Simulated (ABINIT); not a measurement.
## A GW chain in ABINIT: CaHClO (P6_3mc)

Wanted: ground state, empty states, screening and self-energy for CaHClO (P6_3mc).

Method: LDA and many-body steps on it, plane waves, in ABINIT 10.8.3.

This is a report of a sequence of runs, with the program logs left out and the cost of each run kept.

## 1. Starting point

The structure is hexagonal, space group P6_3mc (No. 186). The conventional cell has a = 3.870 Å, b = 3.870 Å, c = 9.810 Å, α = 90.00°, β = 90.00°, γ = 120.00°. Nearest to Ca lie 3 O at 2.33 Å and 3 H at 2.77 Å and 4 Cl at 2.87 to 3.11 Å. Nearest to H lie 1 O at 0.97 Å. Nearest to Cl lie 3 H at 2.67 Å and 4 Ca at 2.87 to 3.11 Å. O has 1 H at 0.97 Å and 3 Ca at 2.33 Å nearest. Farther neighbours, and contacts between anions beyond the nearest, are not listed.

The cell and positions are those that the Materials Project relaxed with its own functionals (PBE, PBE+U or r2SCAN), kept fixed.

## 2. Ground state

This step: ABINIT 10.8.3; DFT, LDA, plane waves, norm-conserving pseudopotentials.

The ground-state density comes first.

Contents of run.abi:

```
acell 3*1.0 Angstrom
rprim 
  3.869837503795 0.000000000001 0.000000000000
  -1.934918751899 3.351377586804 0.000000000000
  0.000000000000 0.000000000000 9.809829070000
ntypat 4
znucl 20 1 17 8
natom 8
typat 1 1 2 2 3 3 4 4
xred 
  0.333333333333 0.666666666667 0.000072350000
  0.666666666667 0.333333333333 0.500072350000
  0.000000000000 0.000000000000 0.166937970000
  0.000000000000 0.000000000000 0.666937970000
  0.333333333333 0.666666666667 0.316666000000
  0.666666666667 0.333333333333 0.816666000000
  0.000000000000 0.000000000000 0.068122680000
  0.000000000000 0.000000000000 0.568122680000
pp_dirpath "pseudos"
pseudos "Ca.upf, H.upf, Cl.upf, O.upf"
ecut 36
ngkpt 6 6 2
nshiftk 1
shiftk 0 0 0
kptopt 1
chksymbreak 0
nband 32
occopt 1
tolvrs 1e-10
nstep 60
prtwf 0
optforces 0
optstress 0
indata_prefix "in"
outdata_prefix "out"
tmpdata_prefix "tmp"
```

On the command line:

```sh
$ OMP_NUM_THREADS=1 mpirun -n 8 abinit run.abi > log
```

The job ended after 55 s (8 MPI ranks of Arm Neoverse V2, shared host; peak memory 0.84 GiB).

Numbers from this step:

| Property | Result |
| --- | --- |
| total energy | -3940.0696 eV |
| gap | 5.066 eV |
| k of the valence top | 0, 0, 0 |
| k of the conduction bottom | 0, 0, 0 |
| least direct gap | 5.066 eV |

The gap is direct, at Γ.

## 3. Empty states on the mesh, 3×3×1 mesh, 194 bands

The sums over transitions need many empty states on a uniform mesh; this step solves for them.

Changes to run.abi since step 2:

```diff
@@ -21,3 +21,3 @@
 ecut 36
-ngkpt 6 6 2
+ngkpt 3 3 1
 nshiftk 1
@@ -26,9 +26,10 @@
 chksymbreak 0
-nband 32
-occopt 1
-tolvrs 1e-10
+iscf -2
+irdden 1
+istwfk *1
+nband 194
+nbdbuf 16
+tolwfr 1e-09
 nstep 60
-prtwf 0
-optforces 0
-optstress 0
+prtvol 0
 indata_prefix "in"
```

On the command line:

```sh
$ OMP_NUM_THREADS=2 mpirun -n 3 abinit run.abi > log
```

Elapsed: 82 s, on 3 MPI ranks; peak memory 0.39 GiB.

This step gave:

```yaml
gap: 5.066 eV
k_of_the_valence_top: 0, 0, 0
k_of_the_conduction_bottom: 0, 0, 0
least_direct_gap: 5.066 eV
k_points_computed: 3
lowest_point_of_the_top_converged_band_above_the_valence_top: 59.6675 eV
```

On this mesh the gap is 5.066 eV.

## 4. Screening, 3×3×1 mesh, 178 bands, screening to 130.6 eV

The RPA dielectric matrix is built and inverted for each q.

This step: RPA screening on LDA, plane waves, norm-conserving pseudopotentials.

Changes to run.abi since step 3:

```diff
@@ -26,10 +26,11 @@
 chksymbreak 0
-iscf -2
-irdden 1
 istwfk *1
-nband 194
-nbdbuf 16
-tolwfr 1e-09
-nstep 60
-prtvol 0
+occopt 1
+irdwfk 1
+optdriver 3
+nband 178
+ecuteps 4.8
+inclvkb 2
+awtr 1
+symchi 1
 indata_prefix "in"
```

On the command line:

```sh
$ OMP_NUM_THREADS=1 mpirun -n 8 abinit run.abi > log
```

It took 33 s on 8 MPI ranks; peak memory 2 GiB.

Numbers from this step:

```
ε∞ with local fields, on this mesh    : 2.978
ε∞ without local fields, on this mesh : 3.394
plasma frequency                      : 22.81 eV
plane waves in the screening matrix   : 439
```

Local fields lower ε∞ by 12 %. On a Γ-centred mesh this coarse the value itself is usually too large, while a short band sum pulls it down.

## 5. Self-energy, 3×3×1 mesh, 178 bands, screening to 130.6 eV

The self-energy is evaluated for the states that the input lists, and the quasiparticle equation is solved.

This step: G0W0 on LDA, plane waves, norm-conserving pseudopotentials.

Changes to run.abi since step 4:

```diff
@@ -29,8 +29,15 @@
 irdwfk 1
-optdriver 3
+optdriver 4
 nband 178
+gwcalctyp 0
+ecutsigx 36
+symsigma 1
+nkptgw 1
+kptgw 
+  0.0000000000 0.0000000000 0.0000000000
+bdgw 
+  23 26
 ecuteps 4.8
-inclvkb 2
-awtr 1
-symchi 1
+irdscr 1
+ppmodel 1
 indata_prefix "in"
```

It took 6.8 s on 8 MPI ranks; peak memory 1.5 GiB.

Read from the output:

```yaml
g0w0_gap_on_the_mesh: 7.73 eV
starting_gap_on_the_mesh: 5.066 eV
k_of_the_valence_top: 0, 0, 0
k_of_the_conduction_bottom: 0, 0, 0
z_at_the_valence_top: 0.803
z_at_the_conduction_bottom: 0.851
least_direct_g0w0_gap_on_the_computed_points: 7.73 eV
```

The gap on the mesh goes from 5.07 eV to 7.73 eV, a correction of +2.66 eV.

Limits: finite bands, cutoff and mesh; coarse k mesh. v1 is the top filled band, c1 the lowest empty one. The levels before and after the correction (eV, zero at the valence-band top of each column):

```csv
,conduction bottom,valence top
Kohn-Sham,5.07,0.00
G0W0,7.73,0.00
```

```csv
,level,energy (eV)
Kohn-Sham,Γ v2-v1,0.000
Kohn-Sham,Γ c1,5.066
Kohn-Sham,Γ c2,5.990
G0W0,Γ v2-v1,0.000
G0W0,Γ c1,7.730
G0W0,Γ c2,9.246
```

## 6. Where the time went

Times are wall times on the hardware named with each run, good to a factor of about two.

```csv
step,time,share,memory (GiB)
ground state,55 s,31 %,0.84
empty states on the mesh,82 s,47 %,0.39
screening,33 s,19 %,2.0
self-energy,6.8 s,4 %,1.5
```

## 7. Results

- LDA gap: 5.07 eV, direct
- G0W0 gap on the mesh: 7.73 eV
- GW settings: 3×3×1 mesh, 178 bands, screening to 130.6 eV, Godby-Needs plasmon pole
- known limits: short of the basis limit; coarse k mesh

In words: G0W0 moves the gap on the mesh from 5.07 eV to 7.73 eV (+2.66 eV), with Z of 0.80 and 0.85 at the edges. Local fields lower the RPA ε∞ on this mesh from 3.39 to 2.98; a Γ-centred mesh this coarse tends to raise both, most where the direct gap is narrow, while a short band sum lowers them. The dearest step here is «empty states on the mesh». Bands and cutoff are finite, so the gap stands short of the basis limit, usually by up to a few tenths of an eV; the mesh is an error of its own. The 3×3×1 mesh is coarse for this cell, which bears on the long-range parts of exchange and screening.

[Long decimals in the printed logs are rounded to 6 places.]

[Logs are printed without paths, hosts, clocks, repeated set-up lines and the standing remarks that a program may print on its own settings, such as how far it seeks lower states.]

[Paths, hosts, dates, memory and timing lines, banners, echoed tables and standing remarks are left out of the program output; an Ansatz launch command may be rebuilt from the run's recorded settings. Measured values are a selection of at most five: reports struck by readers or far from the other reports are left out. None is set beside runs whose start may be inverted or whose files or cutoffs have a known fault.]

[Runs of the session that timed out or met a known fault of the program may be left out.]

[Hosts, paths, dates, database ids (printed as entryN), source tags and the programs' standing remarks are cut or masked in the printed files.]

[G0W0 gaps are taken among the corrected bands and points alone; a level outside them can change the order at an edge.]

[Where Ansatz stands beside ABINIT at settings called matched, ABINIT's density can come from a denser mesh and the files from another edition; pairs whose starting gaps differed by over 0.03 eV were left out, so agreement reads better than it is.]
